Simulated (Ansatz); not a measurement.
# Lattice dynamics of HfSi (model cell, started as CsCl type), part 2 of 3

Task: relax HfSi (model cell, started as CsCl type), then find its harmonic phonons.

Ansatz 0.2.0; DFT LDA, scalar-relativistic, plane waves, PAW.

So far: Set-up; Relaxation. The relaxed cell has a = 3.222 Å (conventional setting).

The structure was built from a prototype and need not be the compound's stable phase.

## 3. Tight relaxation

Phonons need a cell at rest on their own settings, so the relaxation is repeated with tight tolerances on forces and stress, using the mesh and the filling of the phonon run that follows.

Contents of input.yaml:

```yaml
crystal:
  lattice:
    - [3.2216762097, 0.0, 0.0]
    - [0.0, 3.2216762097, 0.0]
    - [0.0, 0.0, 3.2216762097]
  atoms:
    - { symbol: Hf, position: [0.0, 0.0, 0.0] }
    - { symbol: Si, position: [0.5, 0.5, 0.5] }
kpoints:
  mp_grid: { grid: [16, 16, 16] }
hamiltonian:
  xc: lda
scf:
  occupations: { method: methfessel_paxton, width: 0.2 }
output:
  forces: true
  stress: true
  eigenvalues: true
  write_density: true
  write_potential: true
  elf: true
  volumetric_format: npy
relax:
  adjacent_minimum: "off"
  f_tol: 0.001
  max_steps: 60
  cell: { stress_tol: 0.01 }
```

Command:

```bash
> ansatz run input.yaml --threads 4 --pin off --max-ram 7168MiB --backend cpu --events-out ev --progress --plain --runs-dir out
```

Numbers of over 12 decimals in the logs are rounded to 6 here.

Log:

```text
[...]
Crystal: 2 atoms, lattice volume = 33.438 Å³
Basis set: ecut = 420 eV, 619 PW (Γ)
Bands: 19, of which v1, the nominal top of the filled ones, is band 15 counted from 1 (14 counted from 0)
Symmetry: 48 space group operations
[...]
k-points: 165 of 4096
[...]
k-point 164: bands = [... 11 lower, 12.8150, 12.8150, 12.8150, 13.3304, 21.2456, 21.2456, 21.2456, 24.0866]
--- Relaxed structure (3 steps of the walk, 2 accepted, 1 SCFs on fresh bases) ---
[...]
cell:  # Å, volume = 33.4883 Å³
    - [3.223276, 0.0, 0.0]
    - [0.0, 3.223276, 0.0]
    - [0.0, 0.0, 3.223276]
  atoms:
    - { symbol: Hf, position: [0, 0, 0] }
    - { symbol: Si, position: [0.5, 0.5, 0.5] }
[key lines of the parts left out:]
SCF converged after 5 iterations
Free energy (F): -16086.152702 eV
Fermi energy:    17.583674 eV
P = ⅓ Tr σ = -0.0003 GPa (-0.003 kbar)
```

It took 5.6 s on 4 threads of Arm Neoverse V2, shared host; peak memory 0.41 GiB.

Little changed from the start: no atom moved by 0.005 Å and no cell edge by 0.1 %.

This step gave:

```yaml
pressure: -3.28e-4 GPa
volume_per_atom: 16.74 Å³
```

ELF in the ac plane at fractional y = 0.000, with atoms of Hf within 0.2 Å of it. It is the smooth field of the valence electrons, not physical close to the nuclei.

Values, 14 rows by 14 columns, each cell a mean:
```
0.81 0.83 0.81 0.66 0.35 0.19 0.26 0.32 0.24 0.21 0.41 0.69 0.82 0.83
0.83 0.81 0.72 0.50 0.25 0.18 0.27 0.33 0.25 0.17 0.29 0.54 0.74 0.82
0.73 0.67 0.51 0.30 0.16 0.19 0.29 0.34 0.27 0.17 0.18 0.33 0.54 0.69
0.46 0.39 0.27 0.16 0.15 0.23 0.32 0.35 0.31 0.21 0.15 0.18 0.29 0.41
0.22 0.20 0.17 0.17 0.22 0.30 0.35 0.36 0.34 0.28 0.21 0.17 0.17 0.21
0.24 0.24 0.25 0.28 0.31 0.35 0.37 0.37 0.36 0.34 0.31 0.27 0.25 0.24
0.32 0.32 0.33 0.34 0.35 0.36 0.37 0.38 0.37 0.36 0.35 0.34 0.33 0.32
0.26 0.26 0.27 0.29 0.32 0.35 0.37 0.37 0.37 0.35 0.32 0.29 0.27 0.26
0.21 0.19 0.18 0.19 0.24 0.31 0.35 0.36 0.35 0.30 0.23 0.19 0.18 0.19
0.40 0.34 0.23 0.15 0.16 0.24 0.32 0.35 0.31 0.22 0.15 0.16 0.25 0.35
0.70 0.64 0.47 0.27 0.15 0.19 0.29 0.34 0.28 0.17 0.16 0.30 0.50 0.66
0.83 0.80 0.70 0.47 0.23 0.18 0.27 0.33 0.25 0.17 0.27 0.51 0.72 0.81
0.82 0.83 0.80 0.64 0.34 0.19 0.26 0.32 0.24 0.20 0.39 0.67 0.81 0.83
0.78 0.82 0.83 0.70 0.40 0.21 0.26 0.32 0.24 0.22 0.46 0.73 0.83 0.81
```
Columns run along a (3.2 Å), rows up along c (3.2 Å). Atoms in or near the plane, at fractional coordinates: Hf at (0.00, 0.00).

Electrostatic potential energy in the ac plane at fractional y = 0.000, with atoms of Hf within 0.2 Å of it. With pseudopotentials it is smooth inside the atoms' cores, unlike the true potential.

Ten even steps from '0' (-24 eV) to '9' (20 eV):
```
10002578998752000
00013689999863100
00125789999875210
22357899999987532
55678899999988765
77889999999999887
88999999999999998
99999999999999999
99999999999999999
88999999999999998
77889999999999887
55678899999988765
22357899999987532
00125789999875210
00013689999863100
10002578998752000
11002578998752001
```
Columns run along a (3.2 Å; values clipped at the 3rd and 97th percentile), rows up along c (3.2 Å). Atoms in or near the plane, at fractional coordinates: Hf at (0.00, 0.00).

Valence density in the ac plane at fractional y = 0.000, with atoms of Hf within 0.2 Å of it. It is the smooth field of the valence electrons, not physical close to the nuclei.

Values in e/Å³, 14 rows by 14 columns, each cell a mean:
```
28 21 11  4  1  0  0  0  0  0  1  5 12 23
15 12  6  2  1  0  0  0  0  0  1  3  7 12
 6  4  2  1  0  0  0  0  0  0  0  1  3  5
 2  1  1  0  0  0  0  0  0  0  0  0  1  1
 0  0  0  0  0  0  0  0  0  0  0  0  0  0
 0  0  0  0  0  0  0  0  0  0  0  0  0  0
 0  0  0  0  0  0  0  0  0  0  0  0  0  0
 0  0  0  0  0  0  0  0  0  0  0  0  0  0
 0  0  0  0  0  0  0  0  0  0  0  0  0  0
 1  1  1  0  0  0  0  0  0  0  0  0  1  1
 5  4  2  1  0  0  0  0  0  0  0  1  2  4
13 10  5  2  1  0  0  0  0  0  1  2  6 11
26 20 10  4  1  0  0  0  0  0  1  4 12 21
34 26 13  5  1  0  0  0  0  0  2  6 15 28
```
Columns run along a (3.2 Å), rows up along c (3.2 Å). Atoms in or near the plane, at fractional coordinates: Hf at (0.00, 0.00).

The forces vanish by symmetry and the pressure is 0.000 GPa, within the tolerances set. The cell now holds 16.74 Å³/atom.

## 4. Modes at Γ

The zone centre comes first: it holds the modes that light can see, as far as symmetry allows. No field response is asked, since the mesh shows no gap.

input.yaml, the sections that differ from step 3:

```yaml
crystal:
  lattice:
    - [3.2232760924, 0.0, 0.0]
    - [0.0, 3.2232760924, 0.0]
    - [0.0, 0.0, 3.2232760924]
  atoms:
    - { symbol: Hf, position: [0.0, 0.0, 0.0] }
    - { symbol: Si, position: [0.5, 0.5, 0.5] }
output:
  eigenvalues: true
phonons:
  method: dfpt
# kpoints, hamiltonian, scf: as in step 3
# relax: removed
```

Log:

```text
[...]
Crystal: 2 atoms, lattice volume = 33.488 Å³
Basis set: ecut = 420 eV, 691 PW (Γ), exchange–correlation on 48×48×48 points (8 copies of the dense FFT grid, shifted against one another)
Bands: 19, of which v1, the nominal top of the filled ones, is band 15 counted from 1 (14 counted from 0)
Symmetry: 48 space group operations
k-points: 405 of 4096 (irreducible under 8 space group operations, time reversal used)
[...]
SCF iter   1: F=—  HF=-16086.157877 eV  |F-HF|=—  |Δ(HF+E_count)|=         —  Δρ=7.52e-3  dr2=2.16e-2  ethr=1.77e-3  ⟨swp⟩=4.9  Hψ=32208  notcnv=0
[...]
SCF iter   8: F=-16086.152702 eV  HF=-16086.152702 eV  |F-HF|=1.09e-11  |Δ(HF+E_count)|=  1.20e-10  S|Δr|=    0.00e0  Δρ=1.64e-7  dr2=5.67e-12  ethr=1.00e-12  ⟨swp⟩=6.1  Hψ=39464  notcnv=0
[...]
SCF 1 converged in 8 iterations: F = -16086.152702 eV  dr2 = 5.67e-12
[...]
DFPT response loops at Γ: preconditioner auto → Kerker (q_TF=auto, 2.679 Å⁻¹) (partly filled bands, converged f_vac=0.000); β = 1.00, the filter's whole step (`scf.mixing.beta` (0.50) is not read by the response loops under this deck's `scf.mixing.preconditioner`; to damp them name `kerker` or `kerker_dos`, under which they read `scf.mixing.beta`, and type it under 1.00, their step now; both keys bind the ground state too); Broyden in place of MSR1
SCF converged after 8 iterations
[...]
Free energy (F): -16086.152702 eV
[...]
Internal energy: -16086.150960 eV  (E = F + TS)
E sigma→0 (E₀):  -16086.152267 eV
Entropy (-TS):   -0.001742 eV (-0.871 meV/atom)
Fermi energy:    17.583675 eV
[...]
--- Band table (eV; the first three rows and the last of 405) ---
  k-point 0: bands = [... 11 lower, 6.2285, 15.5915, 15.5915, 19.7303, 19.7303, 19.7303, 21.3995, 21.3995]
  k-point 1: bands = [... 11 lower, 6.2994, 15.5332, 15.6302, 19.4901, 19.4901, 19.5994, 21.4222, 21.6594]
  k-point 2: bands = [... 11 lower, 6.5086, 15.2948, 15.7438, 19.0018, 19.0018, 19.4196, 21.4877, 22.2123]
  k-point 404: bands = [... 11 lower, 12.8150, 12.8150, 12.8150, 13.3304, 21.2456, 21.2456, 21.2456, 24.0866]
--- Phonons (Γ-DFPT): 2 representative perturbations + reference, on 405 of 4096 k-points (Σ response iterations 6) ---
  k mesh reduced under 8 symmetry operations, with k and −k counted as one. Each operation leaves every solved perturbation unchanged. A smaller set is not used because it would not reduce the number of displacements times k-points to solve
  ASR residual: 6.639e-5 → 0.000e0 eV/Å²; symmetrization residual: 8.568e-7 eV/Å²
  ASR residual per site (eV/Å²): 6.64e-5 9.18e-6
  Γ frequencies (cm⁻¹): 0.00 0.00 0.00 224.55 224.55 224.55
  non-analytic LO–TO correction: not included (Born effective charges unavailable; polar crystals: no LO–TO splitting at Γ)
```

The job ended after 15 s (4 threads; peak memory 1 GiB; 54 s of CPU time).

Reading the cycles: dr2 is the Hartree energy of the density residual (eV), the measure of convergence; HF is the Harris–Foulkes estimate of the energy, which meets the free energy F at convergence.

Numbers from this step:

- sum-rule residual before enforcement: 6.64e-5 eV/Å²
- point group: m-3m
- highest optical mode at the zone centre (no LO-TO term): 224.6 cm⁻¹
- lowest optical zone-centre mode: 224.6 cm⁻¹

Patterns of degenerate modes are one choice out of their space. Modes at Γ, with each element's share of the kinetic energy:

| mode | frequency (cm⁻¹) | symmetry | Hf % | Si % |
| --- | --- | --- | --- | --- |
| 1 | 0.0 | acoustic | 86 | 14 |
| 2 | 0.0 | acoustic | 86 | 14 |
| 3 | 0.0 | acoustic | 86 | 14 |
| 4 | 224.6 | T1u | 14 | 86 |
| 5 | 224.6 | T1u | 14 | 86 |
| 6 | 224.6 | T1u | 14 | 86 |

Displacements in mode 4 (224.6 cm⁻¹), the largest set to 1:
```
Hf1  0.00 -0.16  0.00
Si2  0.00  1.00  0.00
```

Before it was imposed, the acoustic sum rule was missed by 6.6e-5 eV/Å². Small misses are needed for a sound result but don't prove that mesh and cutoff are converged. The lowest optical mode is real, 225 cm⁻¹.

(Part 2 of 3 ends here.)

[Logs are printed without paths, hosts, clocks, repeated set-up lines and the standing remarks that a program may print on its own settings, such as how far it seeks lower states.]

[Hosts, paths, dates, database ids (printed as entryN), source tags and the programs' standing remarks are cut or masked in the printed files.]
